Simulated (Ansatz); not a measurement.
## Lattice dynamics of In2S (model cell, started as cuprite)

Wanted: phonon frequencies of In2S (model cell, started as cuprite) and what follows from them.

Method: DFT PBEsol, scalar-relativistic, plane waves, PAW, in Ansatz 0.2.0.

The structure was built from a prototype and need not be the compound's stable phase.

## 1. The structure

It takes space group Pn-3m (No. 224, cubic). Conventional cell: a = 6.381 Å, b = 6.381 Å, c = 6.381 Å, α = 90.00°, β = 90.00°, γ = 90.00°. S has 4 In at 2.76 Å nearest. Nearest to In lie 2 S at 2.76 Å. Farther neighbours and most contacts between anions are not listed.

## 2. Bringing the structure to rest

The cell and atoms are relaxed, since residual forces and stress would shift the frequencies.

File input.yaml:

```yaml
crystal:
  lattice:
    - [6.38134, 0.0, 0.0]
    - [0.0, 6.38134, 0.0]
    - [0.0, 0.0, 6.38134]
  atoms:
    - { symbol: S, position: [0.0, 0.0, 0.0] }
    - { symbol: S, position: [0.5, 0.5, 0.5] }
    - { symbol: In, position: [0.25, 0.25, 0.25] }
    - { symbol: In, position: [0.75, 0.75, 0.25] }
    - { symbol: In, position: [0.75, 0.25, 0.75] }
    - { symbol: In, position: [0.25, 0.75, 0.75] }
kpoints:
  mp_grid: { grid: [6, 6, 6] }
hamiltonian:
  xc: pbesol
scf:
  occupations: { method: gaussian, width: 0.1 }
output:
  forces: true
  stress: true
  eigenvalues: true
relax:
  adjacent_minimum: "off"
  f_tol: 0.005
  max_steps: 80
  cell: { stress_tol: 0.05 }
```

Started as:

```bash
ansatz run input.yaml --threads 8 --pin off --max-ram 14336MiB --backend cpu --events-out ev --progress --plain --runs-dir out
```

Numbers of over 12 decimals in the logs are rounded to 6 here.

The program printed:

```text
Engine: ansatz 0.2.0, aarch64-unknown-linux-gnu
Pseudopotentials: kind: paw
Pseudopotential: S, paw, valence charge 6, recommended cutoff 420 eV (normal), S.paw.azcp
Pseudopotential: In, paw, valence charge 13, recommended cutoff 420 eV (normal), In.paw.azcp
Functional definition: PBEsol
  exchange = pbesol_x
  correlation = pbesol_c
Crystal: 6 atoms, lattice volume = 259.858 Å³
Basis set: ecut = 420 eV, 5041 PW (Γ), exchange–correlation on 90×90×90 points (8 copies of the dense FFT grid, shifted against one another)
Bands: 39, of which v1, the nominal top of the filled ones, is band 32 counted from 1 (31 counted from 0)
Symmetry: 48 space group operations
Space group: Pn-3m (ITA 224), of the structure as read, at distance tolerance 6.4e-5 Å
k-points: 20 of 216
Non-local potential: S, projectors of the file, l = 0: 2, l = 1: 2, l = 2: 2
Non-local potential: In, projectors of the file, l = 0: 2, l = 1: 2, l = 2: 2, l = 3: 2
PAW form: soft (Blöchl's): semilocal exchange-correlation on the pseudo side does not see the compensation charge
PAW frozen core: S, regenerated for the run's functional, and the local potential with it (the file was generated under x = pbe(κ = 0.804, μ = 0.219515), c = pbe(β = 0.066725))
PAW frozen core: In, regenerated for the run's functional, and the local potential with it (the file was generated under x = pbe(κ = 0.804, μ = 0.219515), c = pbe(β = 0.066725))
PAW one-centre angular grid: S, 110 points (default); XC on 64 Gauss nodes
PAW one-centre angular grid: In, 590 points (default); XC on 64 Gauss nodes
Initial density: superposition of atomic densities (neutral atoms: chi_scale 0, normalization atom), corrected by the library's trained network
Initial wavefunctions: pseudopotential atomic-orbital guess
Functional: x = pbesol(κ = 0.804, μ = 0.123457), c = pbesol(β = 0.046)
SCF iter   1: F=—  HF=-23868.588481 eV  |F-HF|=—  |Δ(HF+E_count)|=         —  Δρ=4.06e-3  dr2=1.13e-1  ethr=1.77e-3  ⟨swp⟩=7.5  Hψ=3098  notcnv=0
preconditioner: auto → LDOS  [metal: Δε(μ)=0.035 eV  Ē_g=12.446 eV  σ=0.100 eV  W_gap=0.19  n_scr=32 (ndim 8)  ℏωp=18.4 eV  f_vac=0.048  D(μ)=5.24/eV (n_scr^D=26)  β→1.0]
SCF iter   2: F=—  HF=-23868.576700 eV  |F-HF|=—  |Δ(HF+E_count)|=   1.18e-2  Δρ=1.31e-3  dr2=1.16e-2  ethr=1.77e-4  ⟨swp⟩=1.1  Hψ=963  notcnv=0
SCF iter   3: F=—  HF=-23868.578164 eV  |F-HF|=—  |Δ(HF+E_count)|=   1.46e-3  Δρ=9.51e-4  dr2=1.91e-3  ethr=1.82e-5  ⟨swp⟩=2.2  Hψ=1394  notcnv=0
SCF iter   4: F=—  HF=-23868.577516 eV  |F-HF|=—  |Δ(HF+E_count)|=   6.49e-4  Δρ=2.31e-4  dr2=1.04e-4  ethr=2.99e-6  ⟨swp⟩=2.0  Hψ=1397  notcnv=0
SCF iter   5: F=—  HF=-23868.577513 eV  |F-HF|=—  |Δ(HF+E_count)|=   2.26e-6  Δρ=1.79e-5  dr2=1.29e-6  ethr=1.63e-7  ⟨swp⟩=2.0  Hψ=1387  notcnv=0
SCF iter   6: F=—  HF=-23868.577472 eV  |F-HF|=—  |Δ(HF+E_count)|=   4.12e-5  Δρ=3.79e-6  dr2=3.08e-8  ethr=1.56e-10  ⟨swp⟩=10.5  Hψ=3918  notcnv=0
SCF iter   7: F=-23868.577472 eV  HF=-23868.577472 eV  |F-HF|=1.93e-10  |Δ(HF+E_count)|=   1.02e-8  Δρ=4.09e-7  dr2=6.63e-10  ethr=4.82e-11  ⟨swp⟩=2.0  Hψ=2320  notcnv=0
SCF 1 converged in 7 iterations: F = -23868.577472 eV  dr2 = 6.63e-10
  greatest PAW one-centre occupation: 0.984 electrons in one spin orbital (limit 2), on the In atom at site 5 (counted from 0), in its partial waves of l = 2
relax step   1: F+E_penalty+E_count = -23868.57747211 eV  Δ(F+E_penalty+E_count) = +0.000e0 eV  max|allowed force component| = 1.692e-28 eV/Å  Δτ_max = 0.0000 Å  P = -0.360 GPa  Ω = 259.858 Å³  (7 SCF iters, dr2 threshold 1.00e-7 eV, accepted)
Crystal: 6 atoms, lattice volume = 255.860 Å³
Basis set: ecut = 420 eV, 4945 PW (Γ), exchange–correlation on 90×90×90 points (8 copies of the dense FFT grid, shifted against one another)
Initial density: handed on by an earlier stage of this run
Initial wavefunctions: those handed on with the density
iter 1 solved again at ethr=5.54e-6 eV; its pass at ethr=3.10e-3 eV (dr2=3.55e-3 eV) is discarded
SCF iter   1: F=—  HF=-23868.585969 eV  |F-HF|=—  |Δ(HF+E_count)|=         —  Δρ=6.17e-4  dr2=3.16e-3  ethr=5.54e-6  ⟨swp⟩=1.9  Hψ=3858  notcnv=0
preconditioner: auto → LDOS  [metal: Δε(μ)=0.028 eV  Ē_g=12.475 eV  σ=0.100 eV  W_gap=0.15  n_scr=32 (ndim 8)  ℏωp=18.6 eV  f_vac=0.058  D(μ)=5.81/eV (n_scr^D=32)  β→1.0]
SCF iter   2: F=—  HF=-23868.585536 eV  |F-HF|=—  |Δ(HF+E_count)|=   4.33e-4  Δρ=2.04e-4  dr2=2.96e-4  ethr=4.94e-6  ⟨swp⟩=1.8  Hψ=835  notcnv=0
SCF iter   3: F=—  HF=-23868.585472 eV  |F-HF|=—  |Δ(HF+E_count)|=   6.38e-5  Δρ=1.85e-4  dr2=7.17e-5  ethr=4.63e-7  ⟨swp⟩=2.0  Hψ=1423  notcnv=0
SCF iter   4: F=—  HF=-23868.585445 eV  |F-HF|=—  |Δ(HF+E_count)|=   2.66e-5  Δρ=2.23e-5  dr2=2.97e-6  ethr=1.12e-7  ⟨swp⟩=2.0  Hψ=1409  notcnv=0
SCF iter   5: F=-23868.585445 eV  HF=-23868.585445 eV  |F-HF|=2.25e-8  |Δ(HF+E_count)|=   7.00e-7  Δρ=5.25e-6  dr2=1.34e-7  ethr=5.08e-10  ⟨swp⟩=7.3  Hψ=3689  notcnv=0
SCF 2 converged in 5 iterations: F = -23868.585445 eV  dr2 = 1.34e-7
relax step   2: F+E_penalty+E_count = -23868.58544470 eV  Δ(F+E_penalty+E_count) = -7.973e-3 eV  max|allowed force component| = 5.782e-18 eV/Å  Δτ_max = 0.0000 Å  P = -0.244 GPa  Ω = 255.860 Å³  energy of the carried Pulay correction = +4.145e-4 eV  (5 SCF iters, dr2 threshold 3.25e-7 eV, accepted)
Crystal: 6 atoms, lattice volume = 247.858 Å³
iter 1 solved again at ethr=1.72e-5 eV; its pass at ethr=3.10e-3 eV (dr2=1.10e-2 eV) is discarded
SCF iter   1: F=—  HF=-23868.594020 eV  |F-HF|=—  |Δ(HF+E_count)|=         —  Δρ=1.20e-3  dr2=1.14e-2  ethr=1.72e-5  ⟨swp⟩=1.1  Hψ=3937  notcnv=0
preconditioner: auto → LDOS  [metal: Δε(μ)=0.012 eV  Ē_g=12.523 eV  σ=0.100 eV  W_gap=0.07  n_scr=32 (ndim 8)  ℏωp=18.9 eV  f_vac=0.042  D(μ)=5.77/eV (n_scr^D=32)  β→1.0]
SCF iter   2: F=—  HF=-23868.592419 eV  |F-HF|=—  |Δ(HF+E_count)|=   1.60e-3  Δρ=4.13e-4  dr2=1.25e-3  ethr=1.72e-5  ⟨swp⟩=1.6  Hψ=819  notcnv=0
SCF iter   3: F=—  HF=-23868.592276 eV  |F-HF|=—  |Δ(HF+E_count)|=   1.43e-4  Δρ=3.05e-4  dr2=1.85e-4  ethr=1.96e-6  ⟨swp⟩=2.6  Hψ=1419  notcnv=0
SCF iter   4: F=—  HF=-23868.592216 eV  |F-HF|=—  |Δ(HF+E_count)|=   5.98e-5  Δρ=6.12e-5  dr2=1.43e-5  ethr=2.89e-7  ⟨swp⟩=2.0  Hψ=1411  notcnv=0
SCF iter   5: F=—  HF=-23868.592163 eV  |F-HF|=—  |Δ(HF+E_count)|=   5.33e-5  Δρ=1.12e-5  dr2=6.59e-7  ethr=2.24e-8  ⟨swp⟩=2.0  Hψ=1424  notcnv=0
SCF iter   6: F=-23868.592163 eV  HF=-23868.592163 eV  |F-HF|=8.59e-9  |Δ(HF+E_count)|=   8.47e-8  Δρ=1.92e-6  dr2=1.66e-8  ethr=2.33e-10  ⟨swp⟩=6.8  Hψ=3567  notcnv=0
SCF 3 converged in 6 iterations: F = -23868.592163 eV  dr2 = 1.66e-8
  greatest PAW one-centre occupation: 0.984 electrons in one spin orbital (limit 2), on the In atom at site 4 (counted from 0), in its partial waves of l = 2
relax step   3: F+E_penalty+E_count = -23868.59216272 eV  Δ(F+E_penalty+E_count) = -6.718e-3 eV  max|allowed force component| = 8.095e-18 eV/Å  Δτ_max = 0.0000 Å  P = +0.019 GPa  Ω = 247.858 Å³  energy of the carried Pulay correction = +1.278e-3 eV  (6 SCF iters, dr2 threshold 1.49e-7 eV, accepted)
Initial wavefunctions: pseudopotential atomic-orbital guess (no wavefunctions were taken with the density)
iter 1 solved again at ethr=3.80e-7 eV; its pass at ethr=3.10e-3 eV (dr2=2.43e-4 eV) is discarded
SCF iter   1: F=—  HF=-23868.590945 eV  |F-HF|=—  |Δ(HF+E_count)|=         —  Δρ=5.60e-5  dr2=1.46e-6  ethr=3.80e-7  ⟨swp⟩=3.1  Hψ=5127  notcnv=0
preconditioner: auto → LDOS  [metal: Δε(μ)=0.028 eV  Ē_g=12.532 eV  σ=0.100 eV  W_gap=0.16  n_scr=32 (ndim 8)  ℏωp=18.9 eV  f_vac=0.040  D(μ)=5.69/eV (n_scr^D=32)  β→1.0]
SCF iter   2: F=—  HF=-23868.590900 eV  |F-HF|=—  |Δ(HF+E_count)|=   4.54e-5  Δρ=2.31e-5  dr2=9.02e-7  ethr=2.28e-9  ⟨swp⟩=2.0  Hψ=1427  notcnv=0
SCF iter   3: F=—  HF=-23868.590899 eV  |F-HF|=—  |Δ(HF+E_count)|=   4.39e-7  Δρ=4.94e-6  dr2=3.38e-8  ethr=1.41e-9  ⟨swp⟩=2.0  Hψ=1422  notcnv=0
SCF iter   4: F=—  HF=-23868.590899 eV  |F-HF|=—  |Δ(HF+E_count)|=   9.98e-9  Δρ=6.53e-7  dr2=7.16e-10  ethr=5.28e-11  ⟨swp⟩=2.0  Hψ=1416  notcnv=0
SCF iter   5: F=-23868.590899 eV  HF=-23868.590899 eV  |F-HF|=2.18e-11  |Δ(HF+E_count)|=  8.37e-11  Δρ=1.01e-7  dr2=3.22e-11  ethr=1.00e-12  ⟨swp⟩=7.5  Hψ=3531  notcnv=0
SCF 4 converged in 5 iterations: F = -23868.590899 eV  dr2 = 3.22e-11
relax step   4: F+E_penalty+E_count = -23868.59089933 eV  Δ(F+E_penalty+E_count) = +1.263e-3 eV  max|allowed force component| = 8.095e-18 eV/Å  Δτ_max = 0.0000 Å  P = +0.018 GPa  Ω = 247.858 Å³  stress off target by 1.76e-2 GPa  SCF on the basis re-selected at this cell (its energy is not comparable with the rows above)  (5 SCF iters)
basis re-selected at this cell: Δ(F+E_penalty+E_count) = +1.263e-3 eV, ΔP = -0.001 GPa vs the last step (what re-selecting the basis moved, of the pressure what is left beyond the Pulay correction that the steps carried, after the strain that the cell walked since its last selection, with what the two solves' SCF thresholds leave and, on support functions, any second-order correction that the steps lacked; it is no m [...]
SCF converged after 5 iterations
Free energy (F): -23868.590899 eV
Harris-Foulkes:  -23868.590899 eV  (|F-HF|=2.18e-11)
Internal energy: -23868.562471 eV  (E = F + TS)
E sigma→0 (E₀):  -23868.576685 eV
Entropy (-TS):   -0.028429 eV (-4.738 meV/atom)
Fermi energy:    3.635051 eV
--- Per-component energies (eV) ---
  E_band       = -447.781449
  E_kinetic    = 1168.349796
  E_local      = -6409.568562  (includes V_loc(G=0)·N_el)
  E_nonlocal   = 1528.061554
  E_hartree    = 2513.019299
  E_xc         = -1043.256894
  E_vxc        = -568.423604  (∫ρ·V_xc dr)
  E_paw        = -17486.681610  (= ΣΔE_a)
  E_vpaw       = -1192.239203  (= ΣTr[D̂ρ^β])
  E_aug_tail   = 0.000104  (compensation charges beyond the density's cutoff)
  E_ewald      = -4139.553666
  E_core_change = 1.067509  (= ΣΔE_core)
  E_smearing   = -0.028429  (= −TS)
  E_closure    = 0.000000  (closes the sum)
  Σ components = -23868.590899   (vs F -23868.590899, Δ=0.00e0)
--- Forces (eV/Å), atoms counted from 1 ---
  atom   1  S     -0.00000000    -0.00000000    -0.00000000
  atom   2  S      0.00000000     0.00000000     0.00000000
  atom   3  In     0.00000000     0.00000000     0.00000000
  atom   4  In    -0.00000000    -0.00000000    -0.00000000
  atom   5  In     0.00000000     0.00000000    -0.00000000
  atom   6  In    -0.00000000     0.00000000     0.00000000
  max |Σ_I F_I| component: 1.73e-18 eV/Å
--- Stress (GPa, compression-positive) ---
        0.017599       0.000000       0.000000
        0.000000       0.017599      -0.000000
        0.000000      -0.000000       0.017599
  P = ⅓ Tr σ = 0.0176 GPa (0.176 kbar)
--- Band table (eV; the first three rows and the last of 20) ---
  k-point 0: bands = [... 28 lower, 0.4495, 3.1165, 3.1165, 3.8949, 3.8949, 3.8949, 5.9700, 5.9700, ... 3 higher]
  k-point 1: bands = [... 28 lower, 0.8494, 3.2255, 3.3575, 3.7049, 3.7769, 3.7769, 5.5342, 5.9898, ... 3 higher]
  k-point 2: bands = [... 28 lower, 1.5847, 3.1203, 3.5489, 3.5880, 3.5880, 4.0744, 4.7686, 5.8595, ... 3 higher]
  k-point 19: bands = [... 28 lower, 1.2948, 3.6117, 3.6117, 3.6117, 4.0166, 4.0166, 4.0166, 6.4390, ... 3 higher]
--- Relaxed structure (3 steps of the walk, 3 accepted, 1 SCFs on fresh bases) ---
  F+E_penalty+E_count = -23868.59089933 eV   max|allowed force component| = 8.095e-18 eV/Å   (the final SCF, on the basis selected at the relaxed cell)
  cell:  # Å, volume = 247.8576 Å³
    - [6.281558, 0, 0]
    - [0, 6.281558, 0]
    - [0, 0, 6.281558]
  atoms:
    - { symbol: S, position: [0, 0, 0] }
    - { symbol: S, position: [0.500000, 0.500000, 0.500000] }
    - { symbol: In, position: [0.250000, 0.250000, 0.250000] }
    - { symbol: In, position: [0.750000, 0.750000, 0.250000] }
    - { symbol: In, position: [0.750000, 0.250000, 0.750000] }
    - { symbol: In, position: [0.250000, 0.750000, 0.750000] }
```

Elapsed: 7.3 s, on 8 threads of Arm Neoverse V2, shared host; peak memory 0.91 GiB.

Step by step:

```tsv
step	energy less that of the first step (eV)	largest force component (eV/Å)	pressure (GPa)	volume (Å³)
1	0.0000	0.0000	-0.36	259.86
2	-0.0080	0.0000	-0.24	255.86
3	-0.0147	0.0000	0.02	247.86
4*	-0.0134	0.0000	0.02	247.86
```

Relaxation steps marked * repeat the geometry before them on a plane-wave basis chosen anew for their cell, so energy and pressure can jump there.

The run keeps the 48 symmetry operations that it works with, so distortions that break them were not tested.

```tsv
conventional cell, symmetrised	before	after	change
a (Å)	6.381	6.282	-1.6 %
b (Å)	6.381	6.282	-1.6 %
c (Å)	6.381	6.282	-1.6 %
volume (Å³/atom)	43.31	41.31	-4.6 %
```

The relaxed structure:

```xyz
6
Lattice="6.2816 0.0000 0.0000 0.0000 6.2816 0.0000 0.0000 0.0000 6.2816" Properties=species:S:1:pos:R:3 pbc="T T T"
S     0.0000    0.0000    0.0000
S     3.1408    3.1408    3.1408
In    1.5704    1.5704    1.5704
In    4.7112    4.7112    1.5704
In    4.7112    1.5704    4.7112
In    1.5704    4.7112    4.7112
```

Numbers from this step:

```yaml
pressure: 0.01760 GPa
volume_per_atom: 41.31 Å³
gap_on_the_k_mesh: 0 eV
```

In this step the volume went from 43.31 to 41.31 Å³/atom.

## 3. Relaxing to small forces for the phonons

Phonons need a cell at rest on their own settings, so the relaxation is repeated with tight tolerances on forces and stress, using the mesh and the filling of the phonon run that follows.

File input.yaml:

```yaml
crystal:
  lattice:
    - [6.2815583938, 0.0, 0.0]
    - [0.0, 6.2815583938, 0.0]
    - [0.0, 0.0, 6.2815583938]
  atoms:
    - { symbol: S, position: [0.0, 0.0, 0.0] }
    - { symbol: S, position: [0.5, 0.5, 0.5] }
    - { symbol: In, position: [0.25, 0.25, 0.25] }
    - { symbol: In, position: [0.75, 0.75, 0.25] }
    - { symbol: In, position: [0.75, 0.25, 0.75] }
    - { symbol: In, position: [0.25, 0.75, 0.75] }
kpoints:
  mp_grid: { grid: [6, 6, 6] }
hamiltonian:
  xc: pbesol
scf:
  occupations: { method: methfessel_paxton, width: 0.2 }
output:
  forces: true
  stress: true
  eigenvalues: true
  write_density: true
  write_potential: true
  elf: true
  volumetric_format: npy
relax:
  adjacent_minimum: "off"
  f_tol: 0.001
  max_steps: 60
  cell: { stress_tol: 0.01 }
```

The program printed:

```text
[...]
Crystal: 6 atoms, lattice volume = 247.858 Å³
Basis set: ecut = 420 eV, 4945 PW (Γ), exchange–correlation on 90×90×90 points (8 copies of the dense FFT grid, shifted against one another)
Bands: 39, of which v1, the nominal top of the filled ones, is band 32 counted from 1 (31 counted from 0)
Symmetry: 48 space group operations
[...]
k-points: 20 of 216
[...]
cell:  # Å, volume = 248.8362 Å³
    - [6.289815, 0, 0]
    - [0, 6.289815, 0]
    - [0, 0, 6.289815]
  atoms:
    - { symbol: S, position: [0, 0, 0] }
    - { symbol: S, position: [0.5, 0.5, 0.5] }
    - { symbol: In, position: [0.25, 0.25, 0.25] }
    - { symbol: In, position: [0.750000, 0.750000, 0.25] }
    - { symbol: In, position: [0.750000, 0.25, 0.750000] }
    - { symbol: In, position: [0.25, 0.750000, 0.750000] }
[key lines of the parts left out:]
SCF converged after 5 iterations
Free energy (F): -23868.568783 eV
Fermi energy:    3.603636 eV
P = ⅓ Tr σ = -0.0001 GPa (-0.001 kbar)
```

Run time: 7.6 s. Hardware: 8 threads; peak memory 0.89 GiB.

Relaxation path:

```tsv
step	energy less that of the first step (eV)	largest force component (eV/Å)	pressure (GPa)	volume (Å³)
1	0.0000	0.0000	0.03	247.86
2	0.0000	0.0000	0.02	248.21
3	0.0000	0.0000	0.00	248.84
4*	-0.0001	0.0000	0.00	248.84
```

Relaxation steps marked * repeat the geometry before them on a plane-wave basis chosen anew for their cell, so energy and pressure can jump there.

Forces are held to the 48 operations that the run works with; a distortion that breaks them can't arise in this run.

```tsv
conventional cell, symmetrised	before	after	change
a (Å)	6.282	6.290	+0.1 %
b (Å)	6.282	6.290	+0.1 %
c (Å)	6.282	6.290	+0.1 %
volume (Å³/atom)	41.31	41.47	+0.4 %
```

The relaxed structure:

```xyz
6
Lattice="6.2898 0.0000 0.0000 0.0000 6.2898 0.0000 0.0000 0.0000 6.2898" Properties=species:S:1:pos:R:3 pbc="T T T"
S     0.0000    0.0000    0.0000
S     3.1449    3.1449    3.1449
In    1.5725    1.5725    1.5725
In    4.7174    4.7174    1.5725
In    4.7174    1.5725    4.7174
In    1.5725    4.7174    4.7174
```

This step gave:

```
pressure        : -7.77e-5 GPa
volume per atom : 41.47 Å³
```

Valence density in the ac plane at fractional y = 0.250, with atoms of In within 0.2 Å of it. It is the smooth field of the valence electrons, not physical close to the nuclei.

Ten steps, logarithmic in the rise over the least value, from '_' (0 e/Å³) to '@' (11 e/Å³), each cell a mean:
```
..____________________............
____________________..--====--::..
__________________..--++####++--..
__________________..==##@@@@##==..
__________________..==##@@@@##==..
__________________..--++####++--..
__________________..::--====--..__
________________..............____
______..............______________
____..::--::::....________________
__..--++**++--::..________________
..::++%%@@%%++::..________________
..::**%%@@@@**--..________________
..::++%%%%%%++::..________________
....--++**++--..__________________
......::::::..____________________
............____________________..
```
Columns run along a (6.3 Å), rows up along c (6.3 Å). Atoms in or near the plane, at fractional coordinates: In at (0.25, 0.25), In at (0.75, 0.75).

ELF in the ac plane at fractional y = 0.250, with atoms of In within 0.2 Å of it. It is the smooth field of the valence electrons, not physical close to the nuclei.

Ten even steps from '0' (0.00) to '9' (0.33), each cell a mean:
```
87544432269987667
66421111599898766
44210002798844776
52100002689400487
62000012578400498
72000124467744889
51111246666789899
22344457876678996
25898656986456752
69988766676422212
89887886554210013
98831387642100014
78710178841000014
67831388941000124
56787889831001245
76678899521222467
97567986225765468
```
Columns run along a (6.3 Å), rows up along c (6.3 Å). Atoms in or near the plane, at fractional coordinates: In at (0.25, 0.25), In at (0.75, 0.75).

Electrostatic potential energy in the ac plane at fractional y = 0.250, with atoms of In within 0.2 Å of it. With pseudopotentials it is smooth inside the atoms' cores, unlike the true potential.

Ten even steps from '0' (-41 eV) to '9' (8 eV), each cell a mean:
```
99999999999888999
99999999998755789
99999999987311379
99999999985100158
99999999985100158
99999999997311378
99999999998755789
99999999999988899
99999999999999999
99877789999999999
98632368999999999
97300037999999999
97200027999999999
98400037999999999
98642368999999999
99887789999999999
99999999999999999
```
Columns run along a (6.3 Å; values clipped at the 3rd and 97th percentile), rows up along c (6.3 Å). Atoms in or near the plane, at fractional coordinates: In at (0.25, 0.25), In at (0.75, 0.75).

The forces vanish by symmetry and the pressure is 0.000 GPa, within the tolerances set. The cell now holds 41.47 Å³/atom.

(Part 1 of 2 ends here.)

[Logs are printed without paths, hosts, clocks, repeated set-up lines and the standing remarks that a program may print on its own settings, such as how far it seeks lower states.]

[Hosts, paths, dates, database ids (printed as entryN), source tags and the programs' standing remarks are cut or masked in the printed files.]
